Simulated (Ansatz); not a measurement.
# ZrSnB in the AlB2 type: lattice stability ahead of a resistivity run, part 2 of 2

The plan: relax ZrSnB in the AlB2 type, check its phonons, and, if the lattice is stable, compute its Eliashberg function and ρ(T).

Ansatz 0.2.0; DFT PBEsol, scalar-relativistic, plane waves, PAW; PAW set soft_1.

So far. Step 2 (Rough relaxation): The largest force is now zero by symmetry and the largest stress component 0.12 GPa. Step 3 (Relaxation): The largest force is now zero by symmetry and the largest stress component 0.0011 GPa. The relaxed cell has a = 3.890, c = 3.771 Å (conventional setting).

The structure was built from a prototype and need not be the compound's stable phase.

## 4. Relaxing tightly for phonons

No force is left; the cell is relaxed once more with another smearing and tight thresholds.

File input.yaml:

```yaml
crystal:
  lattice:
    - [3.8898055221, 0.0, 0.0]
    - [-1.9449027611, 3.3686703979, 0.0]
    - [0.0, 0.0, 3.77072963]
  atoms:
    - { symbol: Zr, position: [0.0, 0.0, 0.0] }
    - { symbol: B, position: [0.3333333333, 0.6666666667, 0.5] }
    - { symbol: Sn, position: [0.6666666667, 0.3333333333, 0.5] }
kpoints:
  mp_grid: { grid: [9, 9, 8] }
hamiltonian:
  xc: pbesol
  pseudopotentials: { kind: paw, azcp: { folder: soft_1 }, xc_functional: pbe }
scf:
  occupations: { method: methfessel_paxton, width: 0.2 }
output:
  forces: true
  stress: true
  eigenvalues: true
relax:
  adjacent_minimum: "off"
  f_tol: 0.001
  max_steps: 60
  cell: { stress_tol: 0.01 }
```

The run is started by

```console
ansatz run input.yaml --threads 4 --pin off --max-ram 12288MiB --backend cpu --events-out ev --progress --plain --runs-dir out
```

Numbers of over 12 decimals in the logs are rounded to 6 here.

Log:

```text
[the first part of the log is left out]
  E_paw        = -7282.540377  (= ΣΔE_a)
  E_vpaw       = -424.136486  (= ΣTr[D̂ρ^β])
  E_aug_tail   = 0.000272  (compensation charges beyond the density's cutoff)
  E_ewald      = -2583.843210
  E_core_change = 0.465271  (= ΣΔE_core)
  E_smearing   = -0.004562  (= −TS)
  E_closure    = 0.000000  (closes the sum)
  Σ components = -10230.526639   (vs F -10230.526639, Δ=0.00e0)
[...]
--- Stress (GPa, compression-positive) ---
       -0.000377      -0.000000       0.000000
       -0.000000      -0.000377       0.000000
        0.000000       0.000000      -0.003622
  P = ⅓ Tr σ = -0.0015 GPa (-0.015 kbar)
--- Band table (eV; the first three rows and the last of 60) ---
[...]
--- Relaxed structure (3 steps of the walk, 2 accepted, 1 SCFs on fresh bases) ---
[...]
cell:  # Å, volume = 49.4048 Å³
    - [3.890056, 2.886942976915612e-11, 0]
    - [-1.945028, 3.368888, 0]
    - [0, 0, 3.769873]
  atoms:
    - { symbol: Zr, position: [0, 0, 0] }
    - { symbol: B, position: [0.333333, 0.666667, 0.5] }
    - { symbol: Sn, position: [0.666667, 0.333333, 0.5] }
```

Wall time 7.1 s (4 threads of Intel Xeon Platinum 8375C at 2.90GHz (Ice Lake), shared host); peak memory 0.53 GiB; 27 s of CPU time.

Little changed from the start: no atom moved by 0.005 Å and no cell edge by 0.1 %.

This step gave:

```
pressure : -0.001459 GPa
```

The largest force is now zero by symmetry and the largest stress component 0.0036 GPa, small enough for phonons.

## 5. Phonons by linear response: q 2×2×2, k 6×6×4

Couplings are defined for a stable lattice alone, so phonons come first.

File input.yaml:

```yaml
crystal:
  lattice:
    - [3.8900563435, 0.0, 0.0]
    - [-1.9450281718, 3.3688876156, 0.0]
    - [0.0, 0.0, 3.7698730323]
  atoms:
    - { symbol: Zr, position: [0.0, 0.0, 0.0] }
    - { symbol: B, position: [0.3333333333, 0.6666666667, 0.5] }
    - { symbol: Sn, position: [0.6666666667, 0.3333333333, 0.5] }
kpoints:
  mp_grid: { grid: [6, 6, 4] }
hamiltonian:
  xc: pbesol
  pseudopotentials: { kind: paw, azcp: { folder: soft_1 }, xc_functional: pbe }
scf:
  occupations: { method: methfessel_paxton, width: 0.2 }
output:
  eigenvalues: true
phonons:
  method: dfpt
  qmesh: [2, 2, 2]
  temperatures: { t_max: 1000, t_step: 50 }
  qpath:
    path:
      - [[0.0, 0.0, 0.0], [0.5, 0.0, 0.0], [0.33333333, 0.33333333, 0.0], [0.0, 0.0, 0.0], [0.0, 0.0, 0.5], [0.5, 0.0, 0.5], [0.33333333, 0.33333333, 0.5], [0.0, 0.0, 0.5]]
      - [[0.5, 0.0, 0.5], [0.5, 0.0, 0.0]]
      - [[0.33333333, 0.33333333, 0.5], [0.33333333, 0.33333333, 0.0]]
    npoints: 10
```

Log:

```text
[...]
Crystal: 3 atoms, lattice volume = 49.405 Å³
Basis set: ecut = 420 eV, 937 PW (Γ), exchange–correlation on 54×54×54 points (8 copies of the dense FFT grid, shifted against one another)
Bands: 19, of which v1, the nominal top of the filled ones, is band 15 counted from 1 (14 counted from 0)
Symmetry: 12 space group operations
k-points: 21 of 144 (time reversal used)
[...]
SCF iter   1: F=—  HF=-10231.135548 eV  |F-HF|=—  |Δ(HF+E_count)|=         —  Δρ=4.16e-2  dr2=1.48e0  ethr=3.10e-3  ⟨swp⟩=5.2  Hψ=1940  notcnv=0
[...]
SCF iter   9: F=-10230.571948 eV  HF=-10230.571948 eV  |F-HF|=1.82e-12  |Δ(HF+E_count)|=  1.46e-11  S|Δr|=    0.00e0  Δρ=5.49e-8  dr2=6.68e-13  ethr=1.00e-12  ⟨swp⟩=6.1  Hψ=1803  notcnv=0
SCF 1 converged in 9 iterations: F = -10230.571948 eV  dr2 = 6.68e-13
[...]
phonons: the bands overlap, so this run is a metal and interpolates without the dipole-dipole term. If the crystal is really an insulator or semiconductor, its LO-TO splitting is missing
NSCF: frozen V_eff on 21 k-points
WARN: eigensolver did not converge in 2 slots of this pass, the one above among them; of largest residual over every band (k=18): 1 band(s) unlocked (lowest unlocked band 18, counted from 0; max residual 1.28e-4 eV among the unlocked bands, 1.28e-4 eV over every band); of lowest unlocked band (k=14): band 18
[...]
DFPT response loops at q = (0, 0, 0) (fractional): preconditioner auto → Kerker (q_TF=auto, 2.496 Å⁻¹) (partly filled bands, converged f_vac=0.000); β = 1.00, the filter's whole step (`scf.mixing.beta` (0.50) is not read by the response loops under this deck's `scf.mixing.preconditioner`; to damp them name `kerker` or `kerker_dos`, under which they read `scf.mixing.beta`, and type it under 1.00, their step now; both keys bind the ground state too); Broyden in place of MSR1
[...]
SCF converged after 9 iterations
Stability not checked: this state was not tested for a lower state beside it, because cold or Methfessel-Paxton smearing, or corrected tetrahedra, fill the levels in a way that the test cannot read (fill_not_monotonic; see scf.lower_state_search)
Free energy (F): -10230.571948 eV
[...]
Internal energy: -10230.577609 eV  (E = F + TS)
E sigma→0 (E₀):  -10230.573363 eV
Entropy (-TS):   0.005662 eV (1.887 meV/atom)
Fermi energy:    15.283220 eV
[...]
--- Band table (eV; the first three rows and the last of 21) ---
  k-point 0: bands = [... 11 lower, 11.7178, 12.8289, 12.9190, 14.9099, 16.1005, 16.1005, 16.8923, 16.8923]
  k-point 1: bands = [... 11 lower, 12.2846, 12.2846, 14.4537, 14.4537, 14.9277, 15.4881, 16.5300, 16.5300]
  k-point 2: bands = [... 11 lower, 13.3052, 13.3052, 13.8310, 13.8310, 14.8191, 14.8191, 16.4879, 16.4995]
  k-point 20: bands = [... 11 lower, 9.8508, 11.2470, 11.8448, 16.8444, 16.9567, 17.7095, 17.9998, 18.0453]
--- Phonons (Γ-DFPT): 6 representative perturbations + reference (Σ response iterations 18) ---
  ASR residual: 4.288e-5 → 0.000e0 eV/Å²; symmetrization residual: 2.577e-6 eV/Å²
  ASR residual per site (eV/Å²): 4.29e-5 1.55e-5 3.58e-5
  Γ frequencies (cm⁻¹): -232.39 0.00 0.00 0.00 121.68 121.68 215.08 513.72 513.72
--- Phonons (arbitrary-q DFPT): 4 irreducible q on the 2×2×2 mesh ---
  q = [0.0000, 0.0000, 0.0000] (star 1, of the zone-centre solve; hermiticity 3.23e-7, symmetrization 6.05e-11): -232.39 -0.00 -0.00 0.00 121.68 121.68 215.08 513.72 513.72
  q = [0.0000, 0.0000, -0.5000] (star 1, 6 solved perturbations in 180 linear systems a pass and spin channel, the states on 39 of 144 k-point pairs; hermiticity 3.07e-7, symmetrization 7.97e-10): -101.67 61.12 61.12 114.94 114.94 142.36 190.53 508.96 508.96
  q = [0.0000, -0.5000, 0.0000] (star 3, 9 solved perturbations on 39 of 144 k-point pairs; hermiticity 2.52e-7, symmetrization 1.14e-10): -192.39 -72.60 106.41 107.09 157.26 178.38 188.61 491.04 524.89
[...]
sum rule: each row above includes the acoustic sum rule's correction from the zone centre's row sums; it moved no ω² by more than (0.63 cm⁻¹)²
  mesh force constants: q→R imaginary residual 1.78e-17; ASR residual 4.288e-5 → 0.000e0 eV/Å²; symmetrization residual 1.421e-14 eV/Å²
  interpolated dispersion: 93 rows × 9 modes
  density of states and harmonic sums: on the 18×18×16 q-mesh, interpolated from the force constants of a 2×2×2 supercell (no non-analytic term)
  largest difference from the sums on the solved wave vectors: F 4.11e-2 eV, S 4.77e-5 and C_V 9.70e-6 eV/K
  zero-point energy: 0.108149 eV/cell   skipped modes (ω ≤ 0): 545, of them read as no rigid motion or as one in doubt: 542 (1.673e0 modes/cell left out, lowest -232.39 cm⁻¹)   left out of the sums: 1.86e-1 of the cell's modes: C_V's classical limit lies that fraction below 3 k_B per atom; for a crystal, a wire or a layer, F and S can be off by more, and a phonons.interpolated_qmesh denser along its periods is the remedy for the sampling
```

Run time: 21 s. Hardware: 4 threads; peak memory 0.6 GiB; 76 s of CPU time.

The column dr2 measures how far the density is from self-consistency, as an energy; F and HF (Harris–Foulkes) agree once it is small.

This step gave:

```
share of imaginary modes in the plain interpolation between solved wavevectors : 0.1846
highest frequency, solved or plainly interpolated                              : 524.9 cm⁻¹
```

Solved on the 2×2×2 mesh alone; all other wavevectors are interpolated. Phonon branches along the path, in cm⁻¹:

| point | branch 1 | branch 2 | branch 3 | branch 4 | branch 5 | branch 6 | branch 7 | branch 8 | branch 9 |
| --- | --- | --- | --- | --- | --- | --- | --- | --- | --- |
| Γ | -232 | 0 | 0 | 0 | 122 | 122 | 215 | 514 | 514 |
| halfway | -214 | -64 | 60 | 62 | 158 | 167 | 194 | 502 | 519 |
| M | -192 | -73 | 106 | 107 | 157 | 178 | 189 | 491 | 525 |
| halfway | -188 | -42 | 107 | 111 | 144 | 150 | 211 | 492 | 524 |
| K | -183 | 72 | 94 | 119 | 128 | 131 | 220 | 494 | 523 |
| halfway | -208 | -58 | 67 | 68 | 151 | 184 | 188 | 500 | 520 |
| Γ | -232 | 0 | 0 | 0 | 122 | 122 | 215 | 514 | 514 |
| halfway | -176 | 48 | 48 | 99 | 117 | 117 | 201 | 511 | 511 |
| A | -102 | 61 | 61 | 115 | 115 | 142 | 190 | 509 | 509 |
| halfway | -131 | 96 | 102 | 105 | 125 | 182 | 187 | 504 | 514 |
| L | -134 | 79 | 86 | 112 | 136 | 197 | 230 | 494 | 520 |
| halfway | -127 | -70 | 72 | 157 | 158 | 198 | 222 | 492 | 519 |
| H | -117 | -93 | 9 | 167 | 199 | 201 | 202 | 490 | 519 |
| halfway | -131 | 46 | 98 | 138 | 138 | 183 | 190 | 502 | 515 |
| A | -102 | 61 | 61 | 115 | 115 | 142 | 190 | 509 | 509 |
| jump to L | -134 | 79 | 86 | 112 | 136 | 197 | 230 | 494 | 520 |
| halfway | -160 | -20 | 80 | 114 | 163 | 171 | 216 | 492 | 522 |
| M | -192 | -73 | 106 | 107 | 157 | 178 | 189 | 491 | 525 |
| jump to H | -117 | -93 | 9 | 167 | 199 | 201 | 202 | 490 | 519 |
| halfway | -151 | -56 | 59 | 121 | 178 | 180 | 214 | 492 | 521 |
| K | -183 | 72 | 94 | 119 | 128 | 131 | 220 | 494 | 523 |

The phonon branches as a text plot (rows in cm⁻¹):

```
    509 |********************************************************
    478 |     *****                      ******       **********
    446 |
    414 |
    383 |
    351 |
    320 |
    288 |
    257 |
    225 |**       ****    ****        ****** **      ****    ****
    194 |  *******    ****    *************************  *****
    162 |  *******   *****         **     ****** ***  ******* **
    130 |**       *****  ********** *******     ******  ***  *  *
     99 |    **********           *********     **** *** **   ***
     67 |   *      **  **    *******   **     ** * ******     ***
     36 | **      *  *   ** ***          * * *  *           **
      4 |**                **               *              *
    -27 |**           *   *                            *      *
    -59 |  *******     ***                *    *        ***  *
    -90 |                         *        ****     *      **
   -122 |                       ** ***************** *     **
   -154 |                      *                      **     **
   -185 |     *********       *                         ***    **
   -217 |*****         *******
         Γ     M   K       Γ     A      L   H      A|L   M|H    K
```

Among the solved wavevectors the lowest mode, translations apart, is -232 cm⁻¹, imaginary.

## 6. Phonons by linear response: q 3×3×2, k 6×6×6

An imaginary mode on so few k-points may come from the sampling, so the phonons are repeated with another q and k mesh.

input.yaml, as its differences from that of step 5:

```diff
@@ -10,3 +10,3 @@
 kpoints:
-  mp_grid: { grid: [6, 6, 4] }
+  mp_grid: { grid: [6, 6, 6] }
 hamiltonian:
@@ -20,3 +20,3 @@
   method: dfpt
-  qmesh: [2, 2, 2]
+  qmesh: [3, 3, 2]
   temperatures: { t_max: 1000, t_step: 50 }
```

Log:

```text
[...]
Crystal: 3 atoms, lattice volume = 49.405 Å³
Basis set: ecut = 420 eV, 937 PW (Γ), exchange–correlation on 54×54×54 points (8 copies of the dense FFT grid, shifted against one another)
Bands: 19, of which v1, the nominal top of the filled ones, is band 15 counted from 1 (14 counted from 0)
Symmetry: 12 space group operations
k-points: 28 of 216 (time reversal used)
[...]
SCF iter   1: F=—  HF=-10231.095941 eV  |F-HF|=—  |Δ(HF+E_count)|=         —  Δρ=4.18e-2  dr2=1.50e0  ethr=3.10e-3  ⟨swp⟩=5.5  Hψ=5809  notcnv=0
automatic band count: the SCF goes on with 23 bands, as 19 were too few: they end inside the smearing window of the response
[...]
SCF iter   2: F=—  HF=-10230.737139 eV  |F-HF|=—  |Δ(HF+E_count)|=   3.59e-1  S|Δr|=    0.00e0  Δρ=2.59e-2  dr2=5.97e-1  ethr=3.10e-3  ⟨swp⟩=2.9  Hψ=1200  notcnv=0  defer=54
[...]
SCF iter   9: F=-10230.528299 eV  HF=-10230.528299 eV  |F-HF|=1.82e-12  |Δ(HF+E_count)|=  3.62e-10  S|Δr|=    0.00e0  Δρ=1.14e-7  dr2=3.10e-12  ethr=1.00e-12  ⟨swp⟩=11.6  Hψ=3345  notcnv=0
SCF 1 converged in 9 iterations: F = -10230.528299 eV  dr2 = 3.10e-12
[...]
SCF converged after 9 iterations
[...]
Free energy (F): -10230.528299 eV
[...]
Internal energy: -10230.519975 eV  (E = F + TS)
E sigma→0 (E₀):  -10230.526218 eV
Entropy (-TS):   -0.008324 eV (-2.775 meV/atom)
Fermi energy:    15.215661 eV
[...]
--- Band table (eV; the first three rows and the last of 28) ---
  k-point 0: bands = [... 11 lower, 11.7176, 12.8374, 12.9142, 14.9050, 16.1147, 16.1147, 16.8950, 16.8950, ... 4 higher]
  k-point 1: bands = [... 11 lower, 11.9747, 11.9747, 14.2678, 15.0086, 15.0086, 15.1877, 17.0955, 17.0955, ... 4 higher]
  k-point 2: bands = [... 11 lower, 12.6871, 12.6871, 14.0679, 14.0679, 15.6473, 15.8269, 15.8269, 15.8455, ... 4 higher]
  k-point 27: bands = [... 11 lower, 9.8551, 11.2431, 11.8383, 16.8508, 16.9668, 17.7237, 18.0109, 18.0498, ... 4 higher]
[...]
ASR residual: 9.284e-5 → 0.000e0 eV/Å²; symmetrization residual: 1.586e-6 eV/Å²
  ASR residual per site (eV/Å²): 9.28e-5 2.91e-6 6.01e-5
  Γ frequencies (cm⁻¹): -245.94 0.00 0.00 0.00 122.10 122.10 213.41 487.06 487.06
--- Phonons (arbitrary-q DFPT): 6 irreducible q on the 3×3×2 mesh ---
[...]
interpolated dispersion: 93 rows × 9 modes
[...]
```

The job ended after 48 s (4 threads; peak memory 0.69 GiB).

This step gave:

| Property | Result |
| --- | --- |
| share of imaginary modes in the plain interpolation between solved wavevectors | 0.231 |
| highest frequency, solved or plainly interpolated | 518.5 cm⁻¹ |

Solved on the 3×3×2 mesh alone; all other wavevectors are interpolated. The phonon branches at the labelled points (cm⁻¹):

| point | branch 1 | branch 2 | branch 3 | branch 4 | branch 5 | branch 6 | branch 7 | branch 8 | branch 9 |
| --- | --- | --- | --- | --- | --- | --- | --- | --- | --- |
| Γ | -246 | 0 | 0 | 0 | 122 | 122 | 213 | 487 | 487 |
| halfway | -223 | -76 | 57 | 59 | 153 | 171 | 188 | 484 | 500 |
| M | -217 | -91 | 96 | 102 | 159 | 171 | 188 | 486 | 512 |
| halfway | -225 | -77 | 92 | 112 | 127 | 156 | 213 | 492 | 510 |
| K | -234 | 24 | 54 | 98 | 126 | 149 | 224 | 503 | 504 |
| halfway | -221 | -75 | 53 | 68 | 148 | 183 | 187 | 485 | 502 |
| Γ | -246 | 0 | 0 | 0 | 122 | 122 | 213 | 487 | 487 |
| halfway | -193 | 28 | 28 | 92 | 115 | 115 | 197 | 489 | 489 |
| A | -123 | -20 | -20 | 115 | 115 | 135 | 180 | 492 | 492 |
| halfway | -168 | 36 | 65 | 93 | 98 | 177 | 179 | 495 | 496 |
| L | -146 | -31 | 61 | 82 | 86 | 208 | 220 | 486 | 495 |
| halfway | -122 | -93 | -9 | 140 | 141 | 205 | 211 | 461 | 512 |
| H | -112 | -93 | -33 | 177 | 177 | 196 | 199 | 445 | 518 |
| halfway | -165 | -33 | 24 | 112 | 126 | 179 | 180 | 484 | 505 |
| A | -123 | -20 | -20 | 115 | 115 | 135 | 180 | 492 | 492 |
| jump to L | -146 | -31 | 61 | 82 | 86 | 208 | 220 | 486 | 495 |
| halfway | -184 | -74 | 57 | 104 | 146 | 174 | 211 | 486 | 504 |
| M | -217 | -91 | 96 | 102 | 159 | 171 | 188 | 486 | 512 |
| jump to H | -112 | -93 | -33 | 177 | 177 | 196 | 199 | 445 | 518 |
| halfway | -168 | -68 | 39 | 106 | 164 | 175 | 214 | 475 | 511 |
| K | -234 | 24 | 54 | 98 | 126 | 149 | 224 | 503 | 504 |

The phonon branches as a text plot (rows in cm⁻¹):

```
    503 |********************************************************
    471 | ******       ****             ***   ***    ****** ***
    439 |                                  ***             *
    407 |
    375 |
    343 |
    311 |
    280 |
    248 |
    216 |**      ******   *****       ******         ****   *****
    184 |  ******      ***     ********     ********* ** *****
    152 |  ****************       ***      *  **  **   **** * ***
    120 |**      ******   **********      *     ***** * ***  *  *
     89 |    **********       *    *******       *** *** **   ***
     57 |  **      ** ****   *     * *****       * * * **     ***
     25 |**              ** ****  * ****  *     ***   *      * **
     -7 |*         *       *    ****          **   **       *
    -39 | *         *     *             *  ***  *    **    *  *
    -71 |  **    **  *****               **            **    *
   -103 |    ****                          *****         ****
   -134 |                       ****    ***    *   ***      **
   -166 |                      *    ****        ***   *
   -198 |                     *                        ***    *
   -230 |*********************                            *    **
         Γ     M   K       Γ     A      L   H      A|L   M|H    K
```

The modes has structure finer than the step of the table below, so its rows give means over 25 cm⁻¹, whole bins alone (the curve runs from -256 to 544 cm⁻¹). Peaks (cm⁻¹: height): B -215.7: 0.0141, 488.3: 0.0554; Sn -74.9: 0.0097, 201.7: 0.025, 503.4: 0.00521; Zr -74.9: 0.0112, 45.8: 0.0131, 111.1: 0.0202, 196.6: 0.0142.

Phonopy on the run's constants, 17x17x15 mesh, Gaussian sigma 5.7 cm⁻¹. Modes against wavenumber; means over each step; values in 1/cm⁻¹/cell:

| wavenumber (cm⁻¹) | B | Sn | Zr |
| --- | --- | --- | --- |
| -225 | 0.00878 | 3.1e-4 | 1.2e-4 |
| -200 | 0.00979 | 4.7e-4 | 4.4e-4 |
| -175 | 0.00855 | 7.1e-4 | 0.00109 |
| -150 | 0.00504 | 4.4e-4 | 0.00107 |
| -125 | 0.00150 | 1.5e-4 | 6.1e-4 |
| -100 | 5.5e-4 | 0.00165 | 0.00230 |
| -75 | 0.00114 | 0.00801 | 0.00931 |
| -50 | 6.2e-4 | 0.00412 | 0.00535 |
| -25 | 3.0e-4 | 0.00250 | 0.00502 |
| 0 | 1.5e-4 | 0.00128 | 0.00326 |
| 25 | 4.4e-4 | 0.00315 | 0.00757 |
| 50 | 7.9e-4 | 0.00511 | 0.0112 |
| 75 | 6.4e-4 | 0.00418 | 0.00764 |
| 100 | 0.00188 | 0.00911 | 0.0158 |
| 125 | 0.00208 | 0.0124 | 0.0132 |
| 150 | 0.00189 | 0.0159 | 0.0123 |
| 175 | 9.8e-4 | 0.0170 | 0.0109 |
| 200 | 7.8e-4 | 0.0222 | 0.0113 |
| 225 | 9.1e-5 | 0.00490 | 0.00149 |
| 250 | 0 | 2.6e-6 | 8.8e-7 |
| 275 | 0 | 0 | 0 |
| 300 | 0 | 0 | 0 |
| 325 | 0 | 0 | 0 |
| 350 | 0 | 0 | 0 |
| 375 | 0 | 0 | 0 |
| 400 | 0 | 0 | 0 |
| 425 | 1.5e-5 | 0 | 0 |
| 450 | 0.00193 | 3.5e-5 | 0 |
| 475 | 0.0220 | 0.00122 | 2.1e-5 |
| 500 | 0.0440 | 0.00448 | 4.4e-5 |
| 525 | 0.00559 | 6.6e-4 | 1.6e-6 |

No LO-TO term; unit eigenvectors of the mass-weighted matrix. Modes at Γ, with each element's share of the kinetic energy (negative means imaginary):

| mode | frequency (cm⁻¹) | symmetry | Zr % | B % | Sn % |
| --- | --- | --- | --- | --- | --- |
| 1 | -245.9 | A2'' | 1 | 95 | 5 |
| 2 | 0.0 | unnamed | 41 | 5 | 54 |
| 3 | 0.0 | unnamed | 41 | 5 | 54 |
| 4 | 0.0 | unnamed | 41 | 5 | 54 |
| 5 | 122.1 | E' | 58 | 9 | 34 |
| 6 | 122.1 | E' | 58 | 9 | 34 |
| 7 | 213.4 | A2'' | 58 | 0 | 42 |
| 8 | 487.1 | E' | 1 | 87 | 13 |
| 9 | 487.1 | E' | 1 | 87 | 13 |

Displacements in mode 1 (-245.9 cm⁻¹), the largest set to 1:
```
Zr1  0.00  0.00 -0.03
B2   0.00  0.00  1.00
Sn3  0.00  0.00 -0.07
```

Displacements in mode 9 (487.1 cm⁻¹), the largest set to 1:
```
Zr1  0.03  0.03  0.00
B2   1.00  0.86  0.00
Sn3 -0.12 -0.10  0.00
```

Among the solved wavevectors the lowest mode, translations apart, is -246 cm⁻¹, imaginary.

## 7. Summary of results

- phonon run of the rows without a label of their own: PBEsol, q 3×3×2, k 6×6×6
- softest mode on the q mesh: -246 cm⁻¹ at q = (0, 0, 0)
- highest frequency, solved or plainly interpolated: 519 cm⁻¹

The lattice is dynamically unstable at this level: a mode at q = (0, 0, 0) is imaginary, 246i cm⁻¹, so no harmonic coupling constant or resistivity is defined for this structure. These meshes are coarse, and single modes of a metal can move by tens of cm⁻¹ with the k mesh. The phonon runs are not spin-polarised. The PAW files were made for PBE; under other functionals the run regenerates their frozen core. The structure was built by hand as an ordered model, and its stability against other phases was not tested.

[Logs are printed without paths, hosts, clocks, repeated set-up lines and the standing remarks that a program may print on its own settings, such as how far it seeks lower states.]

[Hosts, paths, dates, database ids (printed as entryN), source tags and the programs' standing remarks are cut or masked in the printed files.]
